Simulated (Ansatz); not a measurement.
**A failed many-body run on BaTiO3 (Pm-3m)**

Aim: the G0W0 gap of BaTiO3 (Pm-3m). The first input has a fault.

Method: G0W0 on LDA, plane waves, PAW, in Ansatz 0.2.0.

## 1. Set-up

The structure is cubic, space group Pm-3m (No. 221). The conventional cell has a = 4.006 Å, b = 4.006 Å, c = 4.006 Å, α = 90.00°, β = 90.00°, γ = 90.00°. Nearest to Ba lie 12 O at 2.83 Å. Nearest to Ti lie 6 O at 2.00 Å. O has 2 Ti at 2.00 Å and 4 Ba at 2.83 Å nearest. Farther neighbours and most contacts between anions are not listed.

As a file:

```cif
data_structure
_symmetry_space_group_name_H-M 'P 1'
_symmetry_Int_Tables_number 1
_cell_length_a 4.0060
_cell_length_b 4.0060
_cell_length_c 4.0060
_cell_angle_alpha 90.000
_cell_angle_beta 90.000
_cell_angle_gamma 90.000
_cell_volume 64.29
loop_
_atom_site_label
_atom_site_type_symbol
_atom_site_fract_x
_atom_site_fract_y
_atom_site_fract_z
_atom_site_occupancy
Ba1 Ba 0.50000 0.50000 0.50000 1
Ti2 Ti 0.00000 0.00000 0.00000 1
O3 O 0.50000 0.00000 0.00000 1
O4 O 0.00000 0.50000 0.00000 1
O5 O 0.00000 0.00000 0.50000 1
```

The cell and positions come from the Crystallography Open Database and are kept as given unless a step says otherwise. Spin-orbit coupling is left out unless a step names it. The default PAW set here is soft_2. Its files were made with PBE.

## 2. First try

input.yaml reads:

```yaml
crystal:
  lattice:
    - [4.006, 0.0, 0.0]
    - [0.0, 4.006, 0.0]
    - [0.0, 0.0, 4.006]
  atoms:
    - { symbol: Ba, position: [0.5, 0.5, 0.5] }
    - { symbol: Ti, position: [0.0, 0.0, 0.0] }
    - { symbol: O, position: [0.5, 0.0, 0.0] }
    - { symbol: O, position: [0.0, 0.5, 0.0] }
    - { symbol: O, position: [0.0, 0.0, 0.5] }
kpoints:
  mp_grid: { grid: [4, 4, 4] }
hamiltonian:
  xc: lda
scf:
  occupations: { method: fixed }
gw:
  n_empty_bands: 4
  ecut_chi: 40
  qp_bands: [v2, c2]
  qp_kpoints: band_edges
  screening: { model: contour_deformation }
```

Launch:

```sh
$ ansatz run input.yaml --threads 3 --pin off --max-ram 92160MiB --backend cuda --events-out ev --progress --plain --runs-dir out --devices 1 --max-vram 13GiB
```

Numbers of over 12 decimals in the logs are rounded to 6 here.

Output:

```text
GPUs: using 1 of 1 available (devices: 1).
Engine: ansatz 0.2.0, x86_64-unknown-linux-gnu
Pseudopotentials: kind: paw
Pseudopotential: Ba, paw, valence charge 10, recommended cutoff 420 eV (normal), Ba.paw.azcp
Pseudopotential: Ti, paw, valence charge 12, recommended cutoff 420 eV (normal), Ti.paw.azcp
Pseudopotential: O, paw, valence charge 6, recommended cutoff 420 eV (normal), O.paw.azcp
Functional definition: SPW92
  exchange = slater_x
  correlation = pw_c
device memory: the entry about to start is reckoned to put 0.6 GiB on a device that reports 62.2 GiB free (of which the cap on the GPU budget leaves the run 13.0 GiB)
GPU FFT provider: cuFFT
GPU libraries: cuBLAS 13.8.2, cuFFT 12.4.0, cuSOLVER 12.3.4
Crystal: 5 atoms, lattice volume = 64.288 Å³
Basis set: ecut = 420 eV, 1237 PW (Γ)
Bands: 25, of which v1, the nominal top of the filled ones, is band 20 counted from 1 (19 counted from 0)
Symmetry: 48 space group operations
Space group: Pm-3m (ITA 221), of the structure as read, at distance tolerance 4.0e-5 Å
k-points: 10 of 64
Non-local potential: Ba, projectors of the file, l = 0: 3, l = 1: 2, l = 2: 2, l = 3: 2
Non-local potential: Ti, projectors of the file, l = 0: 3, l = 1: 2, l = 2: 3, l = 3: 1
Non-local potential: O, projectors of the file, l = 0: 2, l = 1: 2, l = 2: 1
PAW form: soft (Blöchl's): semilocal exchange-correlation on the pseudo side does not see the compensation charge
PAW frozen core: Ba, regenerated for the run's functional, and the local potential with it (the file was generated under x = pbe(κ = 0.804, μ = 0.219515), c = pbe(β = 0.066725))
PAW frozen core: Ti, regenerated for the run's functional, and the local potential with it (the file was generated under x = pbe(κ = 0.804, μ = 0.219515), c = pbe(β = 0.066725))
PAW frozen core: O, regenerated for the run's functional, and the local potential with it (the file was generated under x = pbe(κ = 0.804, μ = 0.219515), c = pbe(β = 0.066725))
PAW one-centre angular grid: Ba, 194 points (default); XC on 64 Gauss nodes
PAW one-centre angular grid: Ti, 590 points (default); XC on 64 Gauss nodes
PAW one-centre angular grid: O, 110 points (default); XC on 64 Gauss nodes
Initial density: superposition of atomic densities (neutral atoms: chi_scale 0, normalization atom), corrected by the library's trained network
Initial wavefunctions: pseudopotential atomic-orbital guess
GPU buffer pool allocated for 19683 grid points (all kernels)
GPU transforms: local potential and band sums: pruned to the plane-wave sphere, on 27×27×27
Functional: x = slater, c = lda
SCF iter   1: F=—  HF=-9904.418014 eV  |F-HF|=—  |Δ(HF+E_count)|=         —  Δρ=1.83e-2  dr2=2.09e-1  ethr=1.77e-3  ⟨swp⟩=4.3  Hψ=1065  notcnv=0  defer=12
preconditioner: auto → Resta (q_TF=auto, 2.521 Å⁻¹)  ε∞=6.1  [insulator: Δε(μ)=1.463 eV  Ē_g=11.641 eV  n_scr=18 (ndim 8)  ℏωp=26.2 eV  f_vac=0.000  ε∞_Penn≈6.1]
SCF iter   2: F=—  HF=-9904.386764 eV  |F-HF|=—  |Δ(HF+E_count)|=   3.12e-2  Δρ=1.05e-2  dr2=6.07e-2  ethr=5.22e-4  ⟨swp⟩=2.2  Hψ=456  notcnv=0  defer=21
SCF iter   3: F=—  HF=-9904.375805 eV  |F-HF|=—  |Δ(HF+E_count)|=   1.10e-2  Δρ=2.81e-3  dr2=3.54e-3  ethr=1.52e-4  ⟨swp⟩=2.4  Hψ=371  notcnv=0  defer=23
SCF iter   4: F=—  HF=-9904.374938 eV  |F-HF|=—  |Δ(HF+E_count)|=   8.66e-4  Δρ=7.81e-4  dr2=2.69e-4  ethr=8.85e-6  ⟨swp⟩=2.4  Hψ=467  notcnv=0  defer=25
SCF iter   5: F=—  HF=-9904.374896 eV  |F-HF|=—  |Δ(HF+E_count)|=   4.20e-5  Δρ=1.50e-4  dr2=1.45e-5  ethr=6.71e-7  ⟨swp⟩=2.1  Hψ=412  notcnv=0  defer=20
SCF iter   6: F=—  HF=-9904.374896 eV  |F-HF|=—  |Δ(HF+E_count)|=   4.79e-7  Δρ=6.63e-5  dr2=3.05e-6  ethr=3.62e-8  ⟨swp⟩=2.2  Hψ=378  notcnv=0  defer=10
SCF iter   7: F=—  HF=-9904.374895 eV  |F-HF|=—  |Δ(HF+E_count)|=   4.79e-7  Δρ=1.80e-5  dr2=1.98e-7  ethr=7.63e-9  ⟨swp⟩=1.9  Hψ=254  notcnv=0  defer=10
[...]
eigenvalues of the whole cell's RPA ε∞ on this k-mesh (on a slab, of 1 + 4πα/V) = 5.2889, 5.2889, 5.2889; static W/v taken at q = 0 is 0.189076
  bands read: the sum over 24 bands ends inside a degenerate multiplet in 3 slots, whose members it reads at an even weight; the widest, k=9: bands 24 to 26 (counted from 1) at 1/3 each
  gw.qp_kpoints: band_edges: 9 of 10 stored k-points solved, in 1 pass; an edge of the gap read off the rows below is read off those points alone
    valence top: of the k-points left out ik 6 came nearest to being solved in a further pass, in band 19 (counted from 1, as in the quasiparticle table): it holds the edge there only if its correction is more favourable than any solved in that band by at least 0.511 eV; those differ by 0.204 eV
    conduction bottom: of the k-points left out ik 6 came nearest to being solved in a further pass, in band 21 (counted from 1, as in the quasiparticle table): it holds the edge there only if its correction is more favourable than any solved in that band by at least 1.098 eV; those differ by 0.342 eV
  `?` marks the rows in doubt; gw_qp.tsv's column doubts and the gw_qp event give each row's grounds
    ik  band        ε_KS         Σx   Σc(E_QP)       V_xc       Z   E_QP_lin       E_QP  E_QP is
     0    19      9.7838   -25.9645     4.4329   -21.4124  0.6652     9.6640     9.6646  root
     0    20      9.7838   -25.9645     4.4329   -21.4124  0.6652     9.6640     9.6646  root
     0    21     11.5904   -12.5945    -5.5288   -20.5915  0.6841    14.2456    14.0587  root ?
     0    22     11.5904   -12.5945    -5.5288   -20.5915  0.6841    14.2456    14.0587  root ?
     1    19      9.4496   -25.6233     4.4246   -21.1177  0.6575     9.3683     9.3686  root
     1    20      9.4496   -25.6233     4.4246   -21.1177  0.6575     9.3683     9.3686  root
     1    21     11.6545   -12.7212    -5.6352   -20.8320  0.6807    14.3253    14.1301  root ?
     1    22     12.5688   -14.1721    -5.6197   -22.0623  0.6571    15.0407    14.8394  root ?
     2    19      9.2093   -25.6876     4.6214   -20.9501  0.6517     9.0926     9.0932  root
     2    20      9.2093   -25.6876     4.6214   -20.9501  0.6517     9.0926     9.0932  root
     2    21     11.7211   -12.8611    -5.7508   -21.0940  0.6769    14.4078    14.2032  root ?
     2    22     13.3598   -14.8066    -6.3194   -23.3079  0.6276    15.7951    15.5417  root ?
     3    19      8.9587   -24.9841     4.2494   -20.7594  0.6494     8.9835     8.9835  root
     3    20      9.4383   -25.3824     4.5900   -20.6648  0.6437     9.3100     9.3108  root
     3    21     12.5232   -13.9769    -5.7053   -21.9891  0.6587    15.0384    14.8301  root ?
     3    22     12.6637   -14.3258    -5.7589   -22.3464  0.6518    15.1342    14.9254  root ?
     4    19      8.8054   -24.8076     4.7040   -19.9987  0.6253     8.7000     8.7005  root
     4    20      9.4110   -25.1126     4.6710   -20.3098  0.6372     9.2784     9.2793  root
     4    21     12.6218   -14.1612    -5.8321   -22.2883  0.6532    15.1314    14.9170  root ?
     4    22     13.3688   -14.7710    -6.3839   -23.3420  0.6267    15.8121    15.5560  root ?
     5    19      9.0546   -25.1240     4.6684   -20.2760  0.6354     8.8734     8.8750  root
     5    20      9.8398   -25.6295     4.7170   -20.7508  0.6456     9.6769     9.6781  root
     5    21     13.3793   -14.7582    -6.4312   -23.3812  0.6261    15.8283    15.5709  root ?
     5    22     13.3793   -14.7582    -6.4312   -23.3812  0.6261    15.8283    15.5709  root ?
     7    19      9.3126   -25.0221     4.7449   -20.1333  0.6345     9.1676     9.1686  root
     7    20      9.3936   -24.9430     4.6988   -20.1232  0.6348     9.2719     9.2726  root
     7    21     13.1339   -14.3844    -6.1890   -22.8101  0.6381    15.6142    15.3706  root ?
     7    22     13.5734   -14.2276    -6.6628   -23.1006  0.6234    16.0597    15.7836  root ?
     8    19      9.3798   -25.1408     4.7360   -20.2550  0.6366     9.2288     9.2299  root
     8    20      9.8643   -25.6911     4.7144   -20.8198  0.6462     9.7063     9.7074  root
     8    21     13.6844   -14.7075    -6.7017   -23.5736  0.6164    16.1235    15.8489  root ?
     8    22     13.6844   -14.7075    -6.7017   -23.5736  0.6164    16.1235    15.8489  root ?
     9    19      9.8885   -25.7560     4.7123   -20.8926  0.6468     9.7364     9.7374  root
     9    20      9.8885   -25.7560     4.7123   -20.8926  0.6468     9.7364     9.7374  root
     9    21     14.0448   -14.7009    -7.1407   -23.9814  0.5990    16.4656    16.1846  root ?
     9    22     14.0448   -14.7009    -7.1407   -23.9814  0.5990    16.4656    16.1846  root ?
[key lines of the parts left out:]
SCF converged after 8 iterations
Free energy (F): -9904.374895 eV
Fermi energy:    9.888463 eV
```

Elapsed: 7.2 s, on 1 × NVIDIA H100 80GB HBM3 (shared by 6 runs) with 3 threads of AMD EPYC 7R13 (Zen 3), shared host; peak memory 0.99 GiB.

In the SCF lines HF is the Harris–Foulkes energy and dr2 the Hartree energy of the density residual, in eV; the loop may stop once dr2 is under the threshold and the program's other checks hold. Hψ counts applications of the Hamiltonian.

**Diagnosis.**

The run ended normally, though the input holds a fault or crude settings.

The fault: four empty bands in G0W0. The sums over empty states are cut off almost at the gap, so screening and correlation are far from complete.

It printed a gap of 4.32 eV, which is an artefact of the settings.

## 3. A better input

G0W0 replaces the xc potential by the self-energy, built once from these orbitals. Only a window of levels is corrected, while the sums run over the empty bands that the input names.

input.yaml, as its differences from that of step 2:

```diff
@@ -18,4 +18,4 @@
 gw:
-  n_empty_bands: 4
-  ecut_chi: 40
+  n_empty_bands: 236
+  ecut_chi: 138
   qp_bands: [v2, c2]
```

Output:

```text
GPUs: using 1 of 1 available (devices: 1).
[...]
GPU FFT provider: cuFFT
GPU libraries: cuBLAS 13.8.2, cuFFT 12.4.0, cuSOLVER 12.3.4
Crystal: 5 atoms, lattice volume = 64.288 Å³
Basis set: ecut = 420 eV, 1237 PW (Γ)
Bands: 25, of which v1, the nominal top of the filled ones, is band 20 counted from 1 (19 counted from 0)
[... 1 set-up line as in the run before ...]
[...]
k-points: 10 of 64
[...]
GPU buffer pool allocated for 19683 grid points (all kernels)
[...]
SCF iter   1: F=—  HF=-9904.418014 eV  |F-HF|=—  |Δ(HF+E_count)|=         —  Δρ=1.83e-2  dr2=2.09e-1  ethr=1.77e-3  ⟨swp⟩=4.3  Hψ=1065  notcnv=0  defer=12
[...]
SCF iter   8: F=-9904.374895 eV  HF=-9904.374895 eV  |F-HF|=6.91e-11  |Δ(HF+E_count)|=   3.26e-8  Δρ=1.08e-6  dr2=8.08e-10  ethr=2.50e-10  ⟨swp⟩=7.8  Hψ=1005  notcnv=0
SCF 1 converged in 8 iterations: F = -9904.374895 eV  dr2 = 8.08e-10
[...]
0    19      9.7838   -25.9645     4.3825   -21.4124  0.7164     9.6136     9.6143  root
     0    20      9.7838   -25.9645     4.3825   -21.4124  0.7164     9.6136     9.6143  root
     0    21     11.5904   -12.5945    -6.6475   -20.5915  0.7269    12.9915    12.9399  root
     0    22     11.5904   -12.5945    -6.6475   -20.5915  0.7269    12.9915    12.9399  root
     1    19      9.4496   -25.6233     4.3351   -21.1177  0.7137     9.2784     9.2791  root
     1    20      9.4496   -25.6233     4.3351   -21.1177  0.7137     9.2784     9.2791  root
     1    21     11.6545   -12.7212    -6.7441   -20.8320  0.7243    13.0756    13.0211  root
     1    22     12.5688   -14.1721    -6.5879   -22.0623  0.7032    13.9276    13.8712  root
[...]
9    19      9.8885   -25.7560     4.6998   -20.8926  0.7053     9.7243     9.7249  root
     9    20      9.8885   -25.7560     4.6998   -20.8926  0.7053     9.7243     9.7249  root
     9    21     14.0448   -14.7009    -7.9948   -23.9814  0.6530    15.4146    15.3305  root
     9    22     14.0448   -14.7009    -7.9948   -23.9814  0.6530    15.4146    15.3305  root
[key lines of the parts left out:]
SCF converged after 8 iterations
Free energy (F): -9904.374895 eV
Fermi energy:    9.888463 eV
```

It took 24 s on 1 × NVIDIA H100 80GB HBM3 (shared by 6 runs) with 3 threads; peak memory 1.2 GiB; 32 s of CPU time.

Numbers from this step:

```
bands summed                                 : 256
RPA ε∞ on this mesh (eigenvalues)            : 7.272, 7.272, 7.272
plane waves in the screening matrix          : 251
q-points in the mesh                         : 64
G0W0 gap on the mesh                         : 3.215 eV
k of the valence top                         : -0.5, -0.5, -0.5
k of the conduction bottom                   : 0, 0, 0
starting gap on the mesh                     : 1.702 eV
Z at the valence top                         : 0.7053
Z at the conduction bottom                   : 0.7269
least direct G0W0 gap on the computed points : 3.326 eV
```

The gap on the mesh goes from 1.70 eV to 3.21 eV, a correction of +1.51 eV. Between the two edge states, bare exchange in place of the xc potential would open the gap by 12.86 eV, and correlation takes back 11.35 eV.

## 4. What came out

```json
{
  "first try": "converged after 7.2 s",
  "better run": "G0W0 gap on the mesh 3.21 eV (4×4×4 mesh, 236 empty bands, screening to 138 eV)"
}
```

**Reading.** The second run differs in: empty bands and screening cutoff (eV). Bands and cutoff are finite, so the gap is not at the basis limit. The miss can reach some tenths of an eV and take either sign; the mesh is an error of its own. The 4×4×4 mesh is coarse for this cell (its supercell is 16 Å along the shortest edge). The RPA ε∞ on it, from the LDA start, is 7.27; such meshes misread the long-range screening, most where the gap is narrow. This is the ideal cubic cell; many perovskites, halides above all, are cubic only on average, and local tilts or off-centring can widen the gap. The many-body steps are scalar-relativistic: spin-orbit coupling is not in them.

[Paths, hosts, dates, memory and timing lines, banners, echoed tables and standing remarks are left out of the program output.]

[Logs are printed without paths, hosts, clocks, repeated set-up lines and the standing remarks that a program may print on its own settings, such as how far it seeks lower states.]

[Runs of the session that timed out or met a known fault of the program may be left out.]

[Cells called generated may have been cut or substituted from an entry of the Crystallography Open Database or the Materials Project.]

[Hosts, paths, dates, database ids (printed as entryN), source tags and the programs' standing remarks are cut or masked in the printed files.]
